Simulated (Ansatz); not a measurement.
## AgGeF3 (model cell, started as cubic perovskite with Ge in the octahedra): following an unstable mode

Which phase does AgGeF3 (model cell, started as cubic perovskite with Ge in the octahedra) fall into along its unstable mode, and how much energy does it gain?

Program: Ansatz 0.2.0. Level of theory: DFT PBEsol, scalar-relativistic, plane waves, PAW; PAW set soft_1. Results are calculated unless marked as measured.

The structure was built from a prototype and need not be the compound's stable phase.

## (1) The structure

It takes space group Pm-3m (No. 221, cubic). The conventional cell has a = 4.264 Å, b = 4.264 Å, c = 4.264 Å, α = 90.00°, β = 90.00°, γ = 90.00°. Nearest to Ag lie 12 F at 3.02 Å. Nearest to Ge lie 6 F at 2.13 Å. F has 2 Ge at 2.13 Å nearest. Farther neighbours and most contacts between anions are not listed.

As a file:

```cif
data_structure
_symmetry_space_group_name_H-M 'Pm-3m'
_symmetry_Int_Tables_number 221
_cell_length_a 4.2640
_cell_length_b 4.2640
_cell_length_c 4.2640
_cell_angle_alpha 90.000
_cell_angle_beta 90.000
_cell_angle_gamma 90.000
_cell_volume 77.53
loop_
_atom_site_label
_atom_site_type_symbol
_atom_site_symmetry_multiplicity
_atom_site_Wyckoff_symbol
_atom_site_fract_x
_atom_site_fract_y
_atom_site_fract_z
_atom_site_occupancy
Ag1 Ag 1 a 0.00000 0.00000 0.00000 1
Ge1 Ge 1 b 0.50000 0.50000 0.50000 1
F1 F 3 c 0.50000 0.50000 0.00000 1
```

## (2) The dispersion

The cell comes from relaxations at this level that are not shown. Stability and thermal properties need the whole zone. Linear response on a 4×4×4 q mesh gives force constants as far as a supercell of that size would.

Contents of input.yaml:

```yaml
crystal:
  lattice:
    - [4.2639971677, 0.0, 0.0]
    - [0.0, 4.2639971677, 0.0]
    - [0.0, 0.0, 4.2639971677]
  atoms:
    - { symbol: Ag, position: [0.0, 0.0, 0.0] }
    - { symbol: Ge, position: [0.5, 0.5, 0.5] }
    - { symbol: F, position: [0.5, 0.5, 0.0] }
    - { symbol: F, position: [0.5, 0.0, 0.5] }
    - { symbol: F, position: [0.0, 0.5, 0.5] }
kpoints:
  mp_grid: { grid: [8, 8, 8] }
hamiltonian:
  xc: pbesol
  pseudopotentials: { kind: paw, azcp: { folder: soft_1 }, xc_functional: pbe }
scf:
  occupations: { method: methfessel_paxton, width: 0.2 }
output:
  eigenvalues: true
phonons:
  method: dfpt
  qmesh: [4, 4, 4]
  temperatures: { t_max: 1000, t_step: 50 }
  qpath:
    path:
      - [[0.0, 0.0, 0.0], [0.0, 0.5, 0.0], [0.5, 0.5, 0.0], [0.0, 0.0, 0.0], [0.5, 0.5, 0.5], [0.0, 0.5, 0.0]]
      - [[0.5, 0.5, 0.5], [0.5, 0.5, 0.0]]
    npoints: 10
```

Command:

```
ansatz run input.yaml --threads 4 --pin off --max-ram 16384MiB --backend cpu --events-out ev --progress --plain --runs-dir out
```

Numbers of over 12 decimals in the logs are rounded to 6 here.

Log:

```text
Engine: ansatz 0.2.0, aarch64-unknown-linux-gnu
Pseudopotentials: kind: paw
Pseudopotential: Ag, paw, valence charge 19, recommended cutoff 420 eV (normal), soft_1/Ag.paw.azcp
Pseudopotential: Ge, paw, valence charge 14, recommended cutoff 420 eV (normal), soft_1/Ge.paw.azcp
Pseudopotential: F, paw, valence charge 7, recommended cutoff 420 eV (normal), soft_1/F.paw.azcp
Functional definition: PBEsol
  exchange = pbesol_x
  correlation = pbesol_c
Crystal: 5 atoms, lattice volume = 77.527 Å³
Basis set: ecut = 420 eV, 1503 PW (Γ), exchange–correlation on 60×60×60 points (8 copies of the dense FFT grid, shifted against one another)
Bands: 33, of which v1, the nominal top of the filled ones, is band 27 counted from 1 (26 counted from 0)
Symmetry: 48 space group operations
k-points: 35 of 512
Non-local potential: Ag, projectors of the file, l = 0: 3, l = 1: 2, l = 2: 2, l = 3: 1
Non-local potential: Ge, projectors of the file, l = 0: 2, l = 1: 2, l = 2: 3, l = 3: 1
Non-local potential: F, projectors of the file, l = 0: 2, l = 1: 2, l = 2: 1
PAW form: soft (Blöchl's): semilocal exchange-correlation on the pseudo side does not see the compensation charge
PAW frozen core: Ag, regenerated for the run's functional, and the local potential with it (the file was generated under x = pbe(κ = 0.804, μ = 0.219515), c = pbe(β = 0.066725))
PAW frozen core: Ge, regenerated for the run's functional, and the local potential with it (the file was generated under x = pbe(κ = 0.804, μ = 0.219515), c = pbe(β = 0.066725))
PAW frozen core: F, regenerated for the run's functional, and the local potential with it (the file was generated under x = pbe(κ = 0.804, μ = 0.219515), c = pbe(β = 0.066725))
PAW one-centre angular grid: Ag, 590 points (default); XC on 64 Gauss nodes
PAW one-centre angular grid: Ge, 590 points (default); XC on 64 Gauss nodes
PAW one-centre angular grid: F, 110 points (default); XC on 64 Gauss nodes
Initial density: superposition of atomic densities (chi_scale 0.1, normalization cell, long waves kept (reshape's long-wave potential 0.10 eV rms))
Initial wavefunctions: pseudopotential atomic-orbital guess
Functional: x = pbesol(κ = 0.804, μ = 0.123457), c = pbesol(β = 0.046)
SCF iter   1: F=—  HF=-14184.083028 eV  |F-HF|=—  |Δ(HF+E_count)|=         —  Δρ=2.14e-1  dr2=3.44e1  ethr=3.10e-3  ⟨swp⟩=5.1  Hψ=4193  notcnv=0
preconditioner: auto → LDOS  [metal: Δε(μ)=0.026 eV  Ē_g=17.234 eV  σ=0.200 eV  W_gap=0.11  n_scr=26 (ndim 8)  ℏωp=28.6 eV  f_vac=0.037  D(μ)=2.58/eV (n_scr^D=18)  β→1.0]
SCF iter   2: F=—  HF=-14177.868685 eV  |F-HF|=—  |Δ(HF+E_count)|=    6.21e0  S|Δr|=    0.00e0  Δρ=1.22e-1  dr2=6.55e0  ethr=3.10e-3  ⟨swp⟩=3.5  Hψ=2948  notcnv=0  defer=42
SCF iter   3: F=—  HF=-14175.877873 eV  |F-HF|=—  |Δ(HF+E_count)|=    1.99e0  S|Δr|=    0.00e0  Δρ=3.52e-2  dr2=8.56e-1  ethr=3.10e-3  ⟨swp⟩=2.7  Hψ=2604  notcnv=0  defer=38
SCF iter   4: F=—  HF=-14175.633581 eV  |F-HF|=—  |Δ(HF+E_count)|=   2.44e-1  S|Δr|=    0.00e0  Δρ=1.49e-2  dr2=1.10e-1  ethr=1.59e-3  ⟨swp⟩=2.2  Hψ=2523  notcnv=0  defer=40
SCF iter   5: F=—  HF=-14175.623871 eV  |F-HF|=—  |Δ(HF+E_count)|=   9.71e-3  S|Δr|=    0.00e0  Δρ=4.75e-3  dr2=1.30e-2  ethr=2.04e-4  ⟨swp⟩=2.1  Hψ=2320  notcnv=0  defer=40
SCF iter   6: F=—  HF=-14175.622963 eV  |F-HF|=—  |Δ(HF+E_count)|=   9.08e-4  S|Δr|=    0.00e0  Δρ=9.21e-4  dr2=5.74e-4  ethr=2.41e-5  ⟨swp⟩=2.0  Hψ=2030  notcnv=0  defer=40
SCF iter   7: F=—  HF=-14175.622875 eV  |F-HF|=—  |Δ(HF+E_count)|=   8.78e-5  S|Δr|=    0.00e0  Δρ=2.18e-4  dr2=2.85e-5  ethr=1.06e-6  ⟨swp⟩=2.1  Hψ=1855  notcnv=0  defer=40
SCF iter   8: F=—  HF=-14175.622834 eV  |F-HF|=—  |Δ(HF+E_count)|=   4.06e-5  S|Δr|=    0.00e0  Δρ=2.71e-5  dr2=6.86e-7  ethr=5.28e-8  ⟨swp⟩=2.0  Hψ=1874  notcnv=0  defer=40
SCF iter   9: F=—  HF=-14175.622847 eV  |F-HF|=—  |Δ(HF+E_count)|=   1.27e-5  S|Δr|=    0.00e0  Δρ=2.25e-6  dr2=2.26e-9  ethr=1.27e-9  ⟨swp⟩=2.3  Hψ=1834  notcnv=0  defer=40
SCF iter  10: F=—  HF=-14175.622847 eV  |F-HF|=—  |Δ(HF+E_count)|=   1.49e-9  S|Δr|=    0.00e0  Δρ=3.37e-7  dr2=6.96e-11  ethr=4.18e-12  ⟨swp⟩=2.0  Hψ=2054  notcnv=0  defer=40
SCF iter  11: F=-14175.622847 eV  HF=-14175.622847 eV  |F-HF|=3.64e-12  |Δ(HF+E_count)|=  3.64e-12  S|Δr|=    0.00e0  Δρ=3.41e-8  dr2=8.45e-13  ethr=1.00e-12  ⟨swp⟩=11.5  Hψ=5799  notcnv=0
SCF 1 converged in 11 iterations: F = -14175.622847 eV  dr2 = 8.45e-13
  greatest PAW one-centre occupation: 1.000 electrons in one spin orbital (limit 2), on the Ag atom at site 0 (counted from 0), in its partial waves of l = 0
Initial density: read from a saved state, or passed on in memory by an earlier SCF of this step, an earlier step, the calling program or the single point that the run made first
iter 1 solved again at ethr=9.70e-8 eV; its pass at ethr=3.10e-3 eV (dr2=5.24e-5 eV) is discarded
SCF iter   1: F=—  HF=-14175.622850 eV  |F-HF|=—  |Δ(HF+E_count)|=         —  Δρ=2.96e-7  dr2=1.98e-11  ethr=9.70e-8  ⟨swp⟩=3.0  Hψ=6949  notcnv=0
eigensolver tolerance schedule: the retry pair's looser diagonalisation over-reported the residual by 2639542.66 of it (diagonalisation noise at an unbounded share of the residual, at the tolerance the schedule requests for it); recorded, not acted on — ethr = c·dr2/N_el stays at c = 1.0e-1
preconditioner: auto → Kerker (q_TF=auto, 2.569 Å⁻¹)  [metal: Δε(μ)=0.091 eV  Ē_g=16.472 eV  σ=0.200 eV  W_gap=0.38  n_scr=26 (ndim 8)  ℏωp=28.6 eV  f_vac=0.059  D(μ)=0.42/eV (n_scr^D=0)]
SCF iter   2: F=—  HF=-14175.622847 eV  |F-HF|=—  |Δ(HF+E_count)|=   2.44e-6  S|Δr|=    0.00e0  Δρ=1.60e-7  dr2=8.04e-12  ethr=1.00e-12  ⟨swp⟩=3.9  Hψ=5322  notcnv=0
SCF iter   3: F=-14175.622847 eV  HF=-14175.622847 eV  |F-HF|=7.28e-12  |Δ(HF+E_count)|=  3.64e-12  S|Δr|=    0.00e0  Δρ=9.24e-8  dr2=2.16e-12  ethr=1.00e-12  ⟨swp⟩=1.0  Hψ=2450  notcnv=0
SCF 2 converged in 3 iterations: F = -14175.622847 eV  dr2 = 2.16e-12
phonons: the bands overlap, so this run is a metal and interpolates without the dipole-dipole term. If the crystal is really an insulator or semiconductor, its LO-TO splitting is missing
NSCF: frozen V_eff on 35 k-points
NSCF: frozen V_eff on 125 k-points
DFPT response loops at q = (0, 0, 0) (fractional): preconditioner auto → Kerker (q_TF=auto, 2.569 Å⁻¹) (partly filled bands, converged f_vac=0.059); β = 1.00, the filter's whole step (`scf.mixing.beta` (0.50) is not read by the response loops under this deck's `scf.mixing.preconditioner`; to damp them name `kerker` or `kerker_dos`, under which they read `scf.mixing.beta`, and type it under 1.00, their step now; both keys bind the ground state too); Broyden in place of MSR1
NSCF: frozen V_eff on 400 k-points
DFPT response loops at q = (0, 0, 0.25) (fractional): mixed as the last ones told, above
NSCF: frozen V_eff on 250 k-points
DFPT response loops at q = (0, 0, -0.5) (fractional): mixed as the last ones told, above
NSCF: frozen V_eff on 640 k-points
DFPT response loops at q = (0, 0.25, 0.25) (fractional): mixed as the last ones told, above
NSCF: frozen V_eff on 400 k-points
DFPT response loops at q = (0, 0.25, -0.5) (fractional): mixed as the last ones told, above
NSCF: frozen V_eff on 250 k-points
DFPT response loops at q = (0, -0.5, -0.5) (fractional): mixed as the last ones told, above
NSCF: frozen V_eff on 1024 k-points
DFPT response loops at q = (0.25, 0.25, 0.25) (fractional): mixed as the last ones told, above
NSCF: frozen V_eff on 640 k-points
DFPT response loops at q = (0.25, 0.25, -0.5) (fractional): mixed as the last ones told, above
NSCF: frozen V_eff on 400 k-points
DFPT response loops at q = (0.25, -0.5, -0.5) (fractional): mixed as the last ones told, above
NSCF: frozen V_eff on 250 k-points
DFPT response loops at q = (-0.5, -0.5, -0.5) (fractional): mixed as the last ones told, above
SCF converged after 11 iterations
Stability not checked: this state was not tested for a lower state beside it, because cold or Methfessel-Paxton smearing, or corrected tetrahedra, fill the levels in a way that the test cannot read (fill_not_monotonic; see scf.lower_state_search)
Free energy (F): -14175.622847 eV
Harris-Foulkes:  -14175.622847 eV  (|F-HF|=3.64e-12)
Internal energy: -14175.625374 eV  (E = F + TS)
E sigma→0 (E₀):  -14175.623479 eV
Entropy (-TS):   0.002527 eV (0.505 meV/atom)
Fermi energy:    7.438253 eV
--- Per-component energies (eV) ---
  E_band       = -652.131879
  E_kinetic    = 1148.905615
  E_local      = -6587.722434  (includes V_loc(G=0)·N_el)
  E_nonlocal   = 512.688931
  E_hartree    = 2913.098541
  E_xc         = -453.201625
  E_vxc        = -554.424781  (∫ρ·V_xc dr)
  E_paw        = -6448.323877  (= ΣΔE_a)
  E_vpaw       = -997.778604  (= ΣTr[D̂ρ^β])
  E_aug_tail   = 0.002313  (compensation charges beyond the density's cutoff)
  E_ewald      = -5262.440842
  E_core_change = 1.368006  (= ΣΔE_core)
  E_smearing   = 0.002527  (= −TS)
  E_closure    = 0.000000  (closes the sum)
  Σ components = -14175.622847   (vs F -14175.622847, Δ=0.00e0)
--- Band table (eV; the first three rows and the last of 35) ---
  k-point 0: bands = [... 23 lower, 3.4660, 3.6188, 3.6188, 3.6188, 6.8526, 13.6854, 13.6854, 13.6854, ... 2 higher]
  k-point 1: bands = [... 23 lower, 3.5492, 3.6204, 3.6830, 3.6830, 7.0311, 13.1912, 13.7015, 13.7015, ... 2 higher]
  k-point 2: bands = [... 23 lower, 3.7107, 3.8206, 3.8206, 3.9772, 7.4865, 12.2265, 13.7589, 13.7589, ... 2 higher]
  k-point 34: bands = [... 23 lower, 3.5355, 3.7252, 3.7252, 8.4998, 8.5914, 10.4562, 10.4562, 10.4562, ... 2 higher]
--- Phonons (Γ-DFPT): 4 representative perturbations + reference (Σ response iterations 13) ---
  ASR residual: 2.046e-5 → 0.000e0 eV/Å²; symmetrization residual: 7.723e-6 eV/Å²
  ASR residual per site (eV/Å²): 2.87e-6 1.89e-6 2.05e-5 2.05e-5 2.05e-5
  Γ frequencies (cm⁻¹): -189.93 -189.93 -189.93 -79.26 -79.26 -79.26 -76.32 -76.32 -76.32 0.00 0.00 0.00 122.23 122.23 122.23
--- Phonons (arbitrary-q DFPT): 10 irreducible q on the 4×4×4 mesh ---
  q = [0.0000, 0.0000, 0.0000] (star 1, of the zone-centre solve; hermiticity 7.49e-6, symmetrization 2.58e-11): -189.93 -189.93 -189.93 -79.26 -79.26 -79.26 -76.32 -76.32 -76.32 -0.00 -0.00 0.00 122.23 122.23 122.23
  q = [0.0000, 0.0000, 0.2500] (star 6, 9 solved perturbations in 1560 linear systems a pass and spin channel, the states on 200 of 512 k-point pairs; hermiticity 1.68e-6, symmetrization 7.96e-12): -187.43 -187.43 -108.01 -76.47 -76.47 -73.83 -73.83 -71.03 19.30 19.30 22.70 114.42 114.42 162.11 226.79
  q = [0.0000, 0.0000, -0.5000] (star 3, 9 solved perturbations in 975 linear systems a pass and spin channel, the states on 125 of 512 k-point pairs; hermiticity 5.46e-7, symmetrization 2.80e-12): -185.51 -185.51 -105.06 -75.12 -75.12 -70.61 -70.61 -62.59 24.72 43.14 43.14 102.43 102.43 227.36 325.50
  q = [0.0000, 0.2500, 0.2500] (star 12, 9 solved perturbations in 2460 linear systems a pass and spin channel, the states on 320 of 512 k-point pairs; hermiticity 1.39e-6, symmetrization 5.58e-13): -184.20 -114.81 -106.87 -88.36 -74.08 -69.28 -53.56 -25.33 7.11 74.38 107.12 149.66 167.58 224.67 235.16
  q = [0.0000, 0.2500, -0.5000] (star 12, 15 solved perturbations on 200 of 512 k-point pairs; hermiticity 5.62e-7, symmetrization 8.79e-14): -181.47 -122.21 -94.88 -84.88 -69.99 -66.26 -39.99 -31.88 21.90 96.47 103.08 159.57 228.06 229.08 326.30
  q = [0.0000, -0.5000, -0.5000] (star 3, 9 solved perturbations in 975 linear systems a pass and spin channel, the states on 125 of 512 k-point pairs; hermiticity 1.33e-6, symmetrization 1.20e-12): -177.88 -134.56 -89.33 -89.33 -57.88 -57.88 -41.27 10.33 10.33 88.29 134.28 224.33 224.33 322.55 343.04
  q = [0.2500, 0.2500, 0.2500] (star 8, 4 solved perturbations in 1376 linear systems a pass and spin channel, the states on 512 of 512 k-point pairs; hermiticity 3.96e-7, symmetrization 1.40e-12): -116.50 -116.50 -110.86 -60.93 -60.93 -54.35 -28.44 82.88 82.88 148.62 164.60 164.60 222.54 222.54 250.99
  q = [0.2500, 0.2500, -0.5000] (star 12, 9 solved perturbations in 2460 linear systems a pass and spin channel, the states on 320 of 512 k-point pairs; hermiticity 4.05e-7, symmetrization 2.49e-12): -124.28 -120.76 -115.72 -61.84 -61.28 -45.79 72.11 96.06 114.44 159.36 161.94 220.01 225.24 245.47 331.26
  q = [0.2500, -0.5000, -0.5000] (star 6, 9 solved perturbations in 1560 linear systems a pass and spin channel, the states on 200 of 512 k-point pairs; hermiticity 1.46e-6, symmetrization 4.38e-13): -135.82 -123.67 -123.67 -62.52 -62.52 -53.66 108.82 108.82 136.72 156.95 219.69 219.69 226.07 322.09 327.36
  q = [-0.5000, -0.5000, -0.5000] (star 1, 4 solved perturbations in 350 linear systems a pass and spin channel, the states on 125 of 512 k-point pairs; hermiticity 6.60e-7, symmetrization 3.02e-12): -137.10 -137.10 -137.10 -62.38 -62.38 -62.38 139.50 139.50 139.50 213.48 213.48 213.48 216.16 321.26 321.26
  sum rule: each row above includes the acoustic sum rule's correction from the zone centre's row sums; it moved no ω² by more than (0.54 cm⁻¹)²
  mesh force constants: q→R imaginary residual 1.26e-18; ASR residual 2.046e-5 → 0.000e0 eV/Å²; symmetrization residual 2.220e-15 eV/Å²
  interpolated dispersion: 62 rows × 15 modes
  density of states and harmonic sums: on the 16×16×16 q-mesh, interpolated from the force constants of a 4×4×4 supercell (no non-analytic term)
  largest difference from the sums on the solved wave vectors: F 1.12e-2 eV, S 1.61e-5 and C_V 1.77e-5 eV/K
  zero-point energy: 0.076095 eV/cell   skipped modes (ω ≤ 0): 1211, of them read as no rigid motion or as one in doubt: 1208 (7.239e0 modes/cell left out, lowest -189.93 cm⁻¹)   left out of the sums: 4.83e-1 of the cell's modes: C_V's classical limit lies that fraction below 3 k_B per atom; for a crystal, a wire or a layer, F and S can be off by more, and a phonons.interpolated_qmesh denser along its periods is the remedy for the sampling
```

Wall time 16 min (4 threads of Arm Neoverse V2, shared host); peak memory 2.8 GiB.

Reading the cycles: dr2 is the Hartree energy of the density residual (eV), the measure of convergence; HF is the Harris–Foulkes estimate of the energy, which meets the free energy F at convergence.

This step gave:

```yaml
volume_per_atom: 15.51 Å³
gap_on_the_k_mesh: 0 eV
sum_rule_residual_before_enforcement: 2.05e-5 eV/Å²
lowest_frequency_on_the_path: -189.9 cm⁻¹
point_group: m-3m
highest_frequency_on_the_path_or_at_a_solved_wavevector: 344.4 cm⁻¹
highest_optical_mode_at_the_zone_centre_no_lo_to_term: 122.2 cm⁻¹
lowest_optical_zone_centre_mode: -189.9 cm⁻¹
lowest_mode_on_the_q_mesh_acoustic_modes_at_gamma_apart: -189.9 cm⁻¹
```

Frequencies (cm⁻¹) solved at each irreducible wavevector; negative means imaginary. Frequencies by wavevector, by row:

```tsv
q in reciprocal lattice units	star	mode 1	mode 2	mode 3	mode 4	mode 13	mode 14	mode 15
0 0 0	1	-189.9	-189.9	-189.9	-79.3	122.2	122.2	122.2
0 0 0.25	6	-187.4	-187.4	-108	-76.5	114.4	162.1	226.8
0 0 -0.5	3	-185.5	-185.5	-105.1	-75.1	102.4	227.4	325.5
0 0.25 0.25	12	-184.2	-114.8	-106.9	-88.4	167.6	224.7	235.2
0 0.25 -0.5	12	-181.5	-122.2	-94.9	-84.9	228.1	229.1	326.3
0 -0.5 -0.5	3	-177.9	-134.6	-89.3	-89.3	224.3	322.6	343
0.25 0.25 0.25	8	-116.5	-116.5	-110.9	-60.9	222.5	222.5	251
0.25 0.25 -0.5	12	-124.3	-120.8	-115.7	-61.8	225.2	245.5	331.3
0.25 -0.5 -0.5	6	-135.8	-123.7	-123.7	-62.5	226.1	322.1	327.4
-0.5 -0.5 -0.5	1	-137.1	-137.1	-137.1	-62.4	216.2	321.3	321.3
```

Interpolated from a 4×4×4 q mesh. Phonon branches along the path, in cm⁻¹:

```tsv
point	branch 1	branch 2	branch 3	branch 4	branch 12	branch 13	branch 14	branch 15
Γ	-190	-190	-190	-79	0	122	122	122
halfway	-187	-187	-108	-76	114	114	162	227
X	-186	-186	-105	-75	102	102	227	326
halfway	-182	-122	-95	-85	160	228	229	326
M	-178	-135	-89	-89	224	224	322	343
halfway	-184	-115	-107	-88	150	168	225	235
Γ	-190	-190	-190	-79	0	122	122	122
halfway	-116	-116	-111	-61	165	222	222	251
R	-137	-137	-137	-62	214	216	321	321
halfway	-124	-121	-116	-62	220	225	246	331
X	-186	-186	-105	-75	102	102	227	326
jump to R	-137	-137	-137	-62	214	216	321	321
halfway	-136	-124	-124	-62	220	226	322	327
M	-178	-135	-89	-89	224	224	322	343
```

Symmetry leaves 10 wavevectors to solve. The lowest mode among them, the acoustic zeros apart, lies at Γ and is imaginary, 189.9i cm⁻¹, so the energy falls along it.

## (3) The mode frozen in, largest atomic shift 0 Å

The mode followed lies at Γ with frequency 189.9i cm⁻¹ and is 3-fold degenerate, the softest among the wavevectors solved. At small amplitude the distorted cell has space group no. 38 by a symmetry search on the positions. The undistorted cell that holds it gives the zero of energy on the same k mesh.

input.yaml, the sections that differ from step 2:

```yaml
output:
  forces: true
  stress: true
  eigenvalues: true
# crystal, kpoints, hamiltonian, scf: as in step 2
# phonons: removed
```

Log:

```text
[...]
Crystal: 5 atoms, lattice volume = 77.527 Å³
Basis set: ecut = 420 eV, 1503 PW (Γ), exchange–correlation on 60×60×60 points (8 copies of the dense FFT grid, shifted against one another)
Bands: 33, of which v1, the nominal top of the filled ones, is band 27 counted from 1 (26 counted from 0)
Symmetry: 48 space group operations
[...]
k-points: 35 of 512
[...]
k-point 0: bands = [... 23 lower, 3.4661, 3.6189, 3.6189, 3.6189, 6.8526, 13.6854, 13.6854, 13.6854, ... 2 higher]
  k-point 1: bands = [... 23 lower, 3.5493, 3.6204, 3.6830, 3.6830, 7.0311, 13.1912, 13.7015, 13.7015, ... 2 higher]
  k-point 2: bands = [... 23 lower, 3.7107, 3.8206, 3.8206, 3.9772, 7.4865, 12.2265, 13.7589, 13.7589, ... 2 higher]
  k-point 34: bands = [... 23 lower, 3.5355, 3.7252, 3.7252, 8.4998, 8.5914, 10.4562, 10.4562, 10.4562, ... 2 higher]
[key lines of the parts left out:]
SCF converged after 9 iterations
Free energy (F): -14175.622847 eV
Fermi energy:    7.438265 eV
P = ⅓ Tr σ = 0.0089 GPa (0.089 kbar)
```

It took 1.4 s on 4 threads; peak memory 0.37 GiB.

This step gave:

```yaml
pressure: 0.008908 GPa
energy_from_the_undistorted_cell: 0 meV/atom
```

The run ends at a pressure of 0.01 GPa.

[end of part 1 of 3]

[Logs are printed without paths, hosts, clocks, repeated set-up lines and the standing remarks that a program may print on its own settings, such as how far it seeks lower states.]

[Hosts, paths, dates, database ids (printed as entryN), source tags and the programs' standing remarks are cut or masked in the printed files.]
